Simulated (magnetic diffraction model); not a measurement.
# Er2ScVSi2Pb below its ordering temperature

Space group C2/m (no. 12), a = 10.7940 Å, b = 4.2560 Å, c = 13.6610 Å, β = 111.14°.

| site | atom | x | y | z |
| --- | --- | --- | --- | --- |
| 4i | Pb | 0.1398 | 0 | 0.5424 |
| 4i | Er | 0.8957 | 1/2 | 0.0848 |
| 4i | Er | 0.7517 | 0 | 0.2317 |
| 4i | V | 0.2490 | 1/2 | 0.5781 |
| 4i | Sc | 0.0327 | 1/2 | 0.3863 |
| 4i | Si | 0.0510 | 0 | 0.2431 |
| 4i | Si | 0.6144 | 1/2 | 0.0743 |

This is a made-up structure (elements placed in a structure type, unrelaxed), so the numbers test the method and describe no known phase.

Only Er is taken to order (form factors of Er3+); orders and moment sizes are assumed, and not adapted to the symmetry. Radiation: neutrons of λ = 2.0775 Å, 8° to 40°; isotropic B of 0.35 Å² (Pb), 0.34 Å² (Er), 0.39 Å² (V), 0.46 Å² (Sc) and 0.57 Å² (Si). The intensities are simulated: I ∝ L Σ (|F_N|² + |F_M⊥|²) for unpolarised neutrons, with F_M = 2.695 fm/μB × Σ f(s) S exp(2πi Q·r) exp(−B s²) at Q = H ± k (one set where k and −k are equivalent), only the part normal to Q counting and L = 1/(sin²θ cos θ). For collinear order S is the moment m, which repeats by lattice and centring translations R with the sign exp(−2πi k·R). Form factors are spin-only for 3d ions and dipole or tabulated for f ions, scattering lengths are Sears's of 1992, and absorption is left out. A label names one of the reflections at its angle. The strongest nuclear line in the range is 100, and lines under 0.2 are left out.

Above the ordering temperature:

```tsv
2θ (°)	index	I
9.35	(0 0 1)	100.0
18.77	(0 0 2)	10.2
22.21	(2 0 -1)	8.9
23.82	(2 0 0)	23.6
24.47	(2 0 -2)	2.4
28.31	(0 0 3)	1.7
28.68	(2 0 1)	12.0
29.77	(2 0 -3)	0.4
30.73	(1 1 0)	11.6
30.86	(1 1 -1)	14.2
33.47	(1 1 1)	21.4
33.83	(1 1 -2)	34.1
35.60	(2 0 2)	14.5
36.94	(2 0 -4)	26.4
38.06	(0 0 4)	0.3
38.54	(1 1 2)	48.6
39.07	(1 1 -3)	6.5
```

Below it (cell unchanged):

```tsv
2θ (°)	I
9.35	323.6
18.77	353.6
22.21	142.8
23.82	260.2
24.47	166.4
28.31	96.5
28.68	53.5
29.77	14.2
30.73	19.7
30.86	55.6
33.47	55.0
33.83	69.8
35.60	67.4
36.94	68.4
38.06	68.8
38.54	56.8
39.07	65.3
```

**Question.** Find the propagation vector, then choose among these models:
A. collinear moments along [010], 7 μB on Er; signs + at (0.8957, 1/2, 0.0848), − at (0.1043, 1/2, 0.9152), + at (0.7517, 0, 0.2317), + at (0.2483, 0, 0.7683)
B. collinear moments along [010], 7 μB on Er; signs + at (0.8957, 1/2, 0.0848), + at (0.1043, 1/2, 0.9152), + at (0.7517, 0, 0.2317), + at (0.2483, 0, 0.7683)
C. collinear moments along [101], 7 μB on Er; signs + at (0.8957, 1/2, 0.0848), + at (0.1043, 1/2, 0.9152), + at (0.7517, 0, 0.2317), + at (0.2483, 0, 0.7683)
D. collinear moments along [101], 7 μB on Er; signs + at (0.8957, 1/2, 0.0848), − at (0.1043, 1/2, 0.9152), + at (0.7517, 0, 0.2317), + at (0.2483, 0, 0.7683)

No line moves, and magnetic intensity falls on nuclear lines such as the one at 18.77°, so the magnetic cell equals the chemical primitive cell: k = 0.

Magnetic intensity, observed (below minus above) and for each model:

| 2θ (°) | index | observed | A | B | C | D |
| --- | --- | --- | --- | --- | --- | --- |
| 9.35 | (0 0 1) | 223.6 | 223.6 | 785.6 | 137.4 | 39.1 |
| 18.77 | (0 0 2) | 343.4 | 343.4 | 48.1 | 8.4 | 60.1 |
| 22.21 | (2 0 -1) | 133.9 | 133.9 | 23.2 | 19.8 | 114.1 |
| 23.82 | (2 0 0) | 236.6 | 236.6 | 67.5 | 32.7 | 114.7 |
| 24.47 | (2 0 -2) | 164.1 | 164.1 | 7.1 | 7.1 | 164.1 |
| 30.86 | (1 1 -1) | 41.5 | 41.5 | 41.9 | 264.2 | 261.4 |
| 35.60 | (2 0 2) | 53.0 | 53.0 | 197.9 | 12.1 | 3.2 |
| 36.94 | (2 0 -4) | 42.0 | 42.0 | 163.1 | 127.4 | 32.8 |

Model A matches.

The structure used: k = (0 0 0), collinear moments along [010], 7 μB on Er; signs + at (0.8957, 1/2, 0.0848), − at (0.1043, 1/2, 0.9152), + at (0.7517, 0, 0.2317), + at (0.2483, 0, 0.7683).

[Logs are printed without paths, hosts, clocks, repeated set-up lines and the standing remarks that a program may print on its own settings, such as how far it seeks lower states.]
